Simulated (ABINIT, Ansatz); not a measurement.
# RbTaS3 (Pm-3m): zone-centre phonons, part 4 of 5

Which modes does RbTaS3 (Pm-3m) have at the zone centre?

ABINIT 10.8.3; DFT PBE, scalar-relativistic, plane waves, SPMS norm-conserving pseudopotentials.

So far, lowest optical zone-centre mode (cm⁻¹): step 5 (modes with the sum rule) 58.7. The relaxed cell has a = 4.887 Å (conventional setting).

The structure was built from a prototype and need not be the compound's stable phase.

## Step 6: Sum rules set otherwise (asr 0)

Without the rule the raw error of the acoustic modes shows.

Contents of anaddb.abi:

```
ddb_filepath "gamma_DDB"
output_file "anaddb.abo"
outdata_prefix "anaddb"
asr 0
chneut 0
enunit 2
eivec 1
nph1l 1
qph1l 0.0 0.0 0.0 1.0
```

Contents of mrgddb.in:

```
gamma_DDB
merged
2
dfpt_gammao_DDB
gso_DDB
```

Launch:

```bash
$ mrgddb < mrgddb.in > mrgddb.log
$ OMP_NUM_THREADS=1 anaddb anaddb.abi > anaddb.log
```

anaddb.abo, the main output file:

```text
-outvars_anaddb: echo values of input variables ----------------------

 Miscellaneous information :
      enunit         2
       eivec         1
      chneut         0
 First list of wavevector (reduced coord.) :
       nph1l         1
       qph1l
                     0.00000000E+00  0.00000000E+00  0.00000000E+00    1.000E+00

================================================================================

 read the DDB information and perform some checks

  ==== Info on the Cryst% object ====
 Real(R)+Recip(G) space primitive vectors, cartesian coordinates (Bohr,Bohr^-1):
 R(1)=  9.2358173  0.0000000  0.0000000  G(1)=  0.1082741  0.0000000  0.0000000
 R(2)=  0.0000000  9.2358173  0.0000000  G(2)=  0.0000000  0.1082741  0.0000000
 R(3)=  0.0000000  0.0000000  9.2358173  G(3)=  0.0000000  0.0000000  0.1082741
 Unit cell volume ucvol=  7.8781819E+02 bohr^3
 Angles (23,13,12)=  9.00000000E+01  9.00000000E+01  9.00000000E+01 degrees
 Time-reversal symmetry is present
 Reduced atomic positions [iatom, xred, symbol]:
    1)    0.0000000  0.0000000  0.0000000  Rb
    2)    0.5000000  0.5000000  0.5000000  Ta
    3)    0.5000000  0.5000000  0.0000000   S
    4)    0.5000000  0.0000000  0.5000000   S
    5)    0.0000000  0.5000000  0.5000000   S

 DDB file with 3 blocks has been read.

================================================================================

 Treat the first list of vectors

  Phonon wavevector (reduced coordinates) :  0.00000  0.00000  0.00000
 Phonon energies in Hartree :
   6.990200E-06  6.990200E-06  6.990201E-06  2.674244E-04  2.674244E-04
   2.674244E-04  5.063531E-04  5.063531E-04  5.063531E-04  6.906050E-04
   6.906050E-04  6.906050E-04  1.381840E-03  1.381840E-03  1.381840E-03
 Phonon energies in meV     :
-  1.902130E-01  1.902130E-01  1.902131E-01  7.276988E+00  7.276988E+00
-  7.276988E+00  1.377857E+01  1.377857E+01  1.377857E+01  1.879232E+01
-  1.879232E+01  1.879232E+01  3.760177E+01  3.760177E+01  3.760177E+01
 Phonon frequencies in cm-1    :
-  1.534172E+00  1.534172E+00  1.534172E+00  5.869286E+01  5.869286E+01
-  5.869286E+01  1.111317E+02  1.111317E+02  1.111317E+02  1.515703E+02
-  1.515703E+02  1.515703E+02  3.032787E+02  3.032787E+02  3.032787E+02
 Phonon frequencies in Thz     :
-  4.599331E-02  4.599331E-02  4.599331E-02  1.759568E+00  1.759568E+00
-  1.759568E+00  3.331643E+00  3.331643E+00  3.331643E+00  4.543963E+00
-  4.543963E+00  4.543963E+00  9.092068E+00  9.092068E+00  9.092068E+00
 Phonon energies in Kelvin  :
-  2.207331E+00  2.207331E+00  2.207331E+00  8.444593E+01  8.444593E+01
-  8.444593E+01  1.598937E+02  1.598937E+02  1.598937E+02  2.180758E+02
-  2.180758E+02  2.180758E+02  4.363504E+02  4.363504E+02  4.363504E+02

 Eigendisplacements
 (will be given, for each mode : in cartesian coordinates
   for each atom the real part of the displacement vector,
   then the imaginary part of the displacement vector - absolute values smaller than 1.0d-7 are set to zero)
  Mode number    1   Energy    6.990200E-06
 Attention : low frequency mode.
   (Could be unstable or acoustic mode)
-  1  0.00000000E+00  0.00000000E+00  1.22867162E-03
-     0.00000000E+00  0.00000000E+00  0.00000000E+00
-  2  0.00000000E+00  0.00000000E+00  1.23054599E-03
-     0.00000000E+00  0.00000000E+00  0.00000000E+00
-  3  0.00000000E+00  0.00000000E+00  1.22998399E-03
-     0.00000000E+00  0.00000000E+00  0.00000000E+00
-  4  0.00000000E+00  0.00000000E+00  1.23012014E-03
-     0.00000000E+00  0.00000000E+00  0.00000000E+00
-  5  0.00000000E+00  0.00000000E+00  1.23012014E-03
-     0.00000000E+00  0.00000000E+00  0.00000000E+00
  Mode number    2   Energy    6.990200E-06
 Attention : low frequency mode.
   (Could be unstable or acoustic mode)
-  1  0.00000000E+00  1.22867162E-03  0.00000000E+00
-     0.00000000E+00  0.00000000E+00  0.00000000E+00
-  2  0.00000000E+00  1.23054599E-03  0.00000000E+00
-     0.00000000E+00  0.00000000E+00  0.00000000E+00
-  3  0.00000000E+00  1.23012014E-03  0.00000000E+00
-     0.00000000E+00  0.00000000E+00  0.00000000E+00
-  4  0.00000000E+00  1.22998399E-03  0.00000000E+00
-     0.00000000E+00  0.00000000E+00  0.00000000E+00
-  5  0.00000000E+00  1.23012014E-03  0.00000000E+00
-     0.00000000E+00  0.00000000E+00  0.00000000E+00
  Mode number    3   Energy    6.990201E-06
 Attention : low frequency mode.
   (Could be unstable or acoustic mode)
-  1  1.22867162E-03  0.00000000E+00  0.00000000E+00
-     0.00000000E+00  0.00000000E+00  0.00000000E+00
-  2  1.23054599E-03  0.00000000E+00  0.00000000E+00
-     0.00000000E+00  0.00000000E+00  0.00000000E+00
-  3  1.23012014E-03  0.00000000E+00  0.00000000E+00
-     0.00000000E+00  0.00000000E+00  0.00000000E+00
-  4  1.23012014E-03  0.00000000E+00  0.00000000E+00
-     0.00000000E+00  0.00000000E+00  0.00000000E+00
-  5  1.22998399E-03  0.00000000E+00  0.00000000E+00
-     0.00000000E+00  0.00000000E+00  0.00000000E+00
  Mode number    4   Energy    2.674244E-04
-  1  0.00000000E+00  0.00000000E+00  1.58390643E-03
-     0.00000000E+00  0.00000000E+00  0.00000000E+00
-  2  0.00000000E+00  0.00000000E+00 -1.19828650E-03
-     0.00000000E+00  0.00000000E+00  0.00000000E+00
-  3  0.00000000E+00  0.00000000E+00  5.27777288E-04
-     0.00000000E+00  0.00000000E+00  0.00000000E+00
-  4  0.00000000E+00  0.00000000E+00  1.00990248E-03
-     0.00000000E+00  0.00000000E+00  0.00000000E+00
-  5  0.00000000E+00  0.00000000E+00  1.00990248E-03
-     0.00000000E+00  0.00000000E+00  0.00000000E+00
  Mode number    5   Energy    2.674244E-04
-  1  0.00000000E+00  1.58390643E-03  0.00000000E+00
-     0.00000000E+00  0.00000000E+00  0.00000000E+00
-  2  0.00000000E+00 -1.19828650E-03  0.00000000E+00
-     0.00000000E+00  0.00000000E+00  0.00000000E+00
-  3  0.00000000E+00  1.00990248E-03  0.00000000E+00
-     0.00000000E+00  0.00000000E+00  0.00000000E+00
-  4  0.00000000E+00  5.27777288E-04  0.00000000E+00
-     0.00000000E+00  0.00000000E+00  0.00000000E+00
-  5  0.00000000E+00  1.00990248E-03  0.00000000E+00
-     0.00000000E+00  0.00000000E+00  0.00000000E+00
  Mode number    6   Energy    2.674244E-04
-  1  1.58390643E-03  0.00000000E+00  0.00000000E+00
-     0.00000000E+00  0.00000000E+00  0.00000000E+00
-  2 -1.19828650E-03  0.00000000E+00  0.00000000E+00
-     0.00000000E+00  0.00000000E+00  0.00000000E+00
-  3  1.00990248E-03  0.00000000E+00  0.00000000E+00
-     0.00000000E+00  0.00000000E+00  0.00000000E+00
-  4  1.00990248E-03  0.00000000E+00  0.00000000E+00
-     0.00000000E+00  0.00000000E+00  0.00000000E+00
-  5  5.27777288E-04  0.00000000E+00  0.00000000E+00
-     0.00000000E+00  0.00000000E+00  0.00000000E+00
  Mode number    7   Energy    5.063531E-04
-  1  0.00000000E+00  0.00000000E+00  1.54826271E-03
-     0.00000000E+00  0.00000000E+00  0.00000000E+00
-  2  0.00000000E+00  0.00000000E+00  2.53990528E-04
-     0.00000000E+00  0.00000000E+00  0.00000000E+00
-  3  0.00000000E+00  0.00000000E+00 -1.64263617E-03
-     0.00000000E+00  0.00000000E+00  0.00000000E+00
-  4  0.00000000E+00  0.00000000E+00 -1.95657095E-03
-     0.00000000E+00  0.00000000E+00  0.00000000E+00
-  5  0.00000000E+00  0.00000000E+00 -1.95657095E-03
-     0.00000000E+00  0.00000000E+00  0.00000000E+00
  Mode number    8   Energy    5.063531E-04
-  1  0.00000000E+00  1.54826271E-03  0.00000000E+00
-     0.00000000E+00  0.00000000E+00  0.00000000E+00
-  2  0.00000000E+00  2.53990528E-04  0.00000000E+00
-     0.00000000E+00  0.00000000E+00  0.00000000E+00
-  3  0.00000000E+00 -1.95657095E-03  0.00000000E+00
-     0.00000000E+00  0.00000000E+00  0.00000000E+00
-  4  0.00000000E+00 -1.64263617E-03  0.00000000E+00
-     0.00000000E+00  0.00000000E+00  0.00000000E+00
-  5  0.00000000E+00 -1.95657095E-03  0.00000000E+00
-     0.00000000E+00  0.00000000E+00  0.00000000E+00
  Mode number    9   Energy    5.063531E-04
-  1  1.54826271E-03  0.00000000E+00  0.00000000E+00
-     0.00000000E+00  0.00000000E+00  0.00000000E+00
-  2  2.53990528E-04  0.00000000E+00  0.00000000E+00
-     0.00000000E+00  0.00000000E+00  0.00000000E+00
-  3 -1.95657095E-03  0.00000000E+00  0.00000000E+00
-     0.00000000E+00  0.00000000E+00  0.00000000E+00
-  4 -1.95657095E-03  0.00000000E+00  0.00000000E+00
-     0.00000000E+00  0.00000000E+00  0.00000000E+00
-  5 -1.64263617E-03  0.00000000E+00  0.00000000E+00
-     0.00000000E+00  0.00000000E+00  0.00000000E+00
  Mode number   10   Energy    6.906050E-04
-  1  0.00000000E+00  0.00000000E+00  0.00000000E+00
-     0.00000000E+00  0.00000000E+00  0.00000000E+00
-  2  0.00000000E+00  0.00000000E+00  0.00000000E+00
-     0.00000000E+00  0.00000000E+00  0.00000000E+00
-  3  0.00000000E+00  0.00000000E+00  0.00000000E+00
-     0.00000000E+00  0.00000000E+00  0.00000000E+00
-  4  0.00000000E+00  0.00000000E+00  2.92470830E-03
-     0.00000000E+00  0.00000000E+00  0.00000000E+00
-  5  0.00000000E+00  0.00000000E+00 -2.92470830E-03
-     0.00000000E+00  0.00000000E+00  0.00000000E+00
  Mode number   11   Energy    6.906050E-04
-  1  0.00000000E+00  0.00000000E+00  0.00000000E+00
-     0.00000000E+00  0.00000000E+00  0.00000000E+00
-  2  0.00000000E+00  0.00000000E+00  0.00000000E+00
-     0.00000000E+00  0.00000000E+00  0.00000000E+00
-  3  0.00000000E+00  2.92470830E-03  0.00000000E+00
-     0.00000000E+00  0.00000000E+00  0.00000000E+00
-  4  0.00000000E+00  0.00000000E+00  0.00000000E+00
-     0.00000000E+00  0.00000000E+00  0.00000000E+00
-  5  0.00000000E+00 -2.92470830E-03  0.00000000E+00
-     0.00000000E+00  0.00000000E+00  0.00000000E+00
  Mode number   12   Energy    6.906050E-04
-  1  0.00000000E+00  0.00000000E+00  0.00000000E+00
-     0.00000000E+00  0.00000000E+00  0.00000000E+00
-  2  0.00000000E+00  0.00000000E+00  0.00000000E+00
-     0.00000000E+00  0.00000000E+00  0.00000000E+00
-  3  2.92470830E-03  0.00000000E+00  0.00000000E+00
-     0.00000000E+00  0.00000000E+00  0.00000000E+00
-  4 -2.92470830E-03  0.00000000E+00  0.00000000E+00
-     0.00000000E+00  0.00000000E+00  0.00000000E+00
-  5  0.00000000E+00  0.00000000E+00  0.00000000E+00
-     0.00000000E+00  0.00000000E+00  0.00000000E+00
  Mode number   13   Energy    1.381840E-03
-  1  0.00000000E+00  0.00000000E+00  5.51871238E-05
-     0.00000000E+00  0.00000000E+00  0.00000000E+00
-  2  0.00000000E+00  0.00000000E+00 -1.30597525E-04
-     0.00000000E+00  0.00000000E+00  0.00000000E+00
-  3  0.00000000E+00  0.00000000E+00  3.55220694E-03
-     0.00000000E+00  0.00000000E+00  0.00000000E+00
-  4  0.00000000E+00  0.00000000E+00 -1.48075999E-03
-     0.00000000E+00  0.00000000E+00  0.00000000E+00
-  5  0.00000000E+00  0.00000000E+00 -1.48075999E-03
-     0.00000000E+00  0.00000000E+00  0.00000000E+00
  Mode number   14   Energy    1.381840E-03
-  1  0.00000000E+00 -5.51871237E-05  0.00000000E+00
-     0.00000000E+00  0.00000000E+00  0.00000000E+00
-  2  0.00000000E+00  1.30597525E-04  0.00000000E+00
-     0.00000000E+00  0.00000000E+00  0.00000000E+00
-  3  0.00000000E+00  1.48075998E-03  0.00000000E+00
-     0.00000000E+00  0.00000000E+00  0.00000000E+00
-  4  0.00000000E+00 -3.55220694E-03  0.00000000E+00
-     0.00000000E+00  0.00000000E+00  0.00000000E+00
-  5  1.29878130E-07  1.48075998E-03  0.00000000E+00
-     0.00000000E+00  0.00000000E+00  0.00000000E+00
  Mode number   15   Energy    1.381840E-03
-  1  5.51871237E-05  0.00000000E+00  0.00000000E+00
-     0.00000000E+00  0.00000000E+00  0.00000000E+00
-  2 -1.30597525E-04  0.00000000E+00  0.00000000E+00
-     0.00000000E+00  0.00000000E+00  0.00000000E+00
-  3 -1.48075998E-03  0.00000000E+00  0.00000000E+00
-     0.00000000E+00  0.00000000E+00  0.00000000E+00
-  4 -1.48075998E-03  1.29878130E-07  0.00000000E+00
-     0.00000000E+00  0.00000000E+00  0.00000000E+00
-  5  3.55220694E-03  0.00000000E+00  0.00000000E+00
-     0.00000000E+00  0.00000000E+00  0.00000000E+00

 Analysis of degeneracies and characters (maximum tolerance=1.00E-06 a.u.)
 For each vibration mode, or group of modes if degenerate,
 the characters are given for each symmetry operation (see the list in the log file).
 Symmetry characters of vibration mode #   1
       degenerate with vibration modes #   2 to    3
  3.0 -3.0 -1.0  1.0 -1.0  1.0 -1.0  1.0  1.0 -1.0 -1.0  1.0  1.0 -1.0 -1.0  1.0
 -0.0  0.0 -0.0  0.0  0.0 -0.0  0.0 -0.0  1.0 -1.0 -1.0  1.0 -1.0  1.0  1.0 -1.0
 -0.0  0.0  0.0 -0.0  0.0 -0.0 -0.0  0.0  1.0 -1.0  1.0 -1.0 -1.0  1.0 -1.0  1.0
 Symmetry characters of vibration mode #   4
       degenerate with vibration modes #   5 to    6
  3.0 -3.0 -1.0  1.0 -1.0  1.0 -1.0  1.0  1.0 -1.0 -1.0  1.0  1.0 -1.0 -1.0  1.0
 -0.0  0.0  0.0 -0.0 -0.0  0.0  0.0 -0.0  1.0 -1.0 -1.0  1.0 -1.0  1.0  1.0 -1.0
 -0.0  0.0 -0.0  0.0  0.0 -0.0  0.0 -0.0  1.0 -1.0  1.0 -1.0 -1.0  1.0 -1.0  1.0
 Symmetry characters of vibration mode #   7
       degenerate with vibration modes #   8 to    9
  3.0 -3.0 -1.0  1.0 -1.0  1.0 -1.0  1.0  1.0 -1.0 -1.0  1.0  1.0 -1.0 -1.0  1.0
  0.0 -0.0  0.0 -0.0 -0.0  0.0 -0.0  0.0  1.0 -1.0 -1.0  1.0 -1.0  1.0  1.0 -1.0
  0.0 -0.0 -0.0  0.0 -0.0  0.0  0.0 -0.0  1.0 -1.0  1.0 -1.0 -1.0  1.0 -1.0  1.0
 Symmetry characters of vibration mode #  10
       degenerate with vibration modes #  11 to   12
  3.0 -3.0 -1.0  1.0 -1.0  1.0 -1.0  1.0 -1.0  1.0  1.0 -1.0 -1.0  1.0  1.0 -1.0
  0.0 -0.0 -0.0  0.0  0.0 -0.0 -0.0  0.0 -1.0  1.0  1.0 -1.0  1.0 -1.0 -1.0  1.0
  0.0 -0.0  0.0 -0.0 -0.0  0.0 -0.0  0.0 -1.0  1.0 -1.0  1.0  1.0 -1.0  1.0 -1.0
 Symmetry characters of vibration mode #  13
       degenerate with vibration modes #  14 to   15
  3.0 -3.0 -1.0  1.0 -1.0  1.0 -1.0  1.0  1.0 -1.0 -1.0  1.0  1.0 -1.0 -1.0  1.0
  0.0 -0.0  0.0 -0.0 -0.0  0.0 -0.0  0.0  1.0 -1.0 -1.0  1.0 -1.0  1.0  1.0 -1.0
  0.0 -0.0 -0.0  0.0 -0.0  0.0  0.0 -0.0  1.0 -1.0  1.0 -1.0 -1.0  1.0 -1.0  1.0
-
```

Wall time 0.76 s (1 thread of Intel Xeon at 2.70GHz, shared host).

This step gave:

| Property | Result |
| --- | --- |
| lowest optical zone-centre mode | 58.69 cm⁻¹ |

Zone-centre frequencies as printed; negative means imaginary. Modes:

| mode | frequency (cm⁻¹) |
| --- | --- |
| 1 | 1.53 |
| 2 | 1.53 |
| 3 | 1.53 |
| 4 | 58.69 |
| 5 | 58.69 |
| 6 | 58.69 |
| 7 | 111.1 |
| 8 | 111.1 |
| 9 | 111.1 |
| 10 | 151.6 |
| 11 | 151.6 |
| 12 | 151.6 |
| 13 | 303.3 |
| 14 | 303.3 |
| 15 | 303.3 |

(Continued in part 5 of 5.)

[Host names and launcher messages were left out of these logs when they were recorded.]

[Logs are printed without paths, hosts, clocks, repeated set-up lines and the standing remarks that a program may print on its own settings, such as how far it seeks lower states.]

[Hosts, paths, dates, database ids (printed as entryN), source tags and the programs' standing remarks are cut or masked in the printed files.]
